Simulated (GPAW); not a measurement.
Two runs for the B K edge of atom 5 in Mn2B (I4/mcm). Run A: GPAW, LDA, excited-electron core hole (neutral cell), 18-atom cell with 5.1 Å between holes, 4×4×4 k points, dipole transitions, Gaussian full width 0.9 eV up to 4 eV, rising linearly to 3.5 eV at 25 eV. Run B differs in one choice.

Energy from the lowest empty level; intensity scaled to a mean of 1 over the first 20 eV:

| E (eV) | A | B |
| --- | --- | --- |
| -2.00 | 0.00 | 0.00 |
| -1.25 | 0.00 | 0.00 |
| -0.50 | 0.06 | 0.06 |
| 0.25 | 0.44 | 0.43 |
| 1.00 | 0.73 | 0.79 |
| 1.75 | 1.44 | 1.32 |
| 2.50 | 1.78 | 1.42 |
| 3.25 | 1.46 | 1.85 |
| 4.00 | 1.53 | 2.60 |
| 4.75 | 1.85 | 1.45 |
| 5.50 | 2.23 | 1.03 |
| 6.25 | 1.44 | 1.13 |
| 7.00 | 1.21 | 1.35 |
| 7.75 | 0.95 | 1.65 |
| 8.50 | 1.00 | 1.68 |
| 9.25 | 1.23 | 1.35 |
| 10.00 | 1.35 | 1.07 |
| 10.75 | 1.35 | 0.91 |
| 11.50 | 0.95 | 0.69 |
| 12.25 | 0.52 | 0.52 |
| 13.00 | 0.40 | 0.49 |
| 13.75 | 0.43 | 0.48 |
| 14.50 | 0.44 | 0.44 |
| 15.25 | 0.41 | 0.40 |
| 16.00 | 0.44 | 0.43 |
| 16.75 | 0.54 | 0.54 |
| 17.50 | 0.65 | 0.66 |
| 18.25 | 0.69 | 0.72 |
| 19.00 | 0.67 | 0.71 |
| 19.75 | 0.63 | 0.64 |
| 20.50 | 0.56 | 0.54 |
| 21.25 | 0.48 | 0.43 |
| 22.00 | 0.42 | 0.38 |
| 22.75 | 0.40 | 0.40 |
| 23.50 | 0.43 | 0.46 |
| 24.25 | 0.50 | 0.55 |
| 25.00 | 0.58 | 0.64 |
| 25.75 | 0.65 | 0.69 |
| 26.50 | 0.68 | 0.71 |
| 27.25 | 0.69 | 0.71 |
| 28.00 | 0.67 | 0.69 |
| 28.75 | 0.66 | 0.67 |
| 29.50 | 0.65 | 0.63 |
| 30.25 | 0.64 | 0.58 |
| 31.00 | 0.60 | 0.52 |
| 31.75 | 0.54 | 0.46 |

**Question.** What was changed?
a) the plane-wave cutoff
b) the volume of the cell
c) the size of the supercell
d) the broadening

(c): run B changes the supercell atoms from 18 to 6, and the k mesh follows the cell. Against the first run the r.m.s. difference is 36 %. The highest intensity below 16 eV goes from 5.2 eV (2.38) to 4.0 eV (2.60). Other settings could leave a like mark; this is the one that was changed.

[Hosts, paths, dates, database ids (printed as entryN), source tags and the programs' standing remarks are cut or masked in the printed files.]

[Lists of maxima count a maximum above −3 eV only where it reaches 4 % of the highest in the window and stands out from its surroundings by 2 % of it (1.5 % where it reaches 55 %); shoulders and weaker maxima are passed over, and of the rest the first, up to two pre-edge ones and the few strongest are named.]
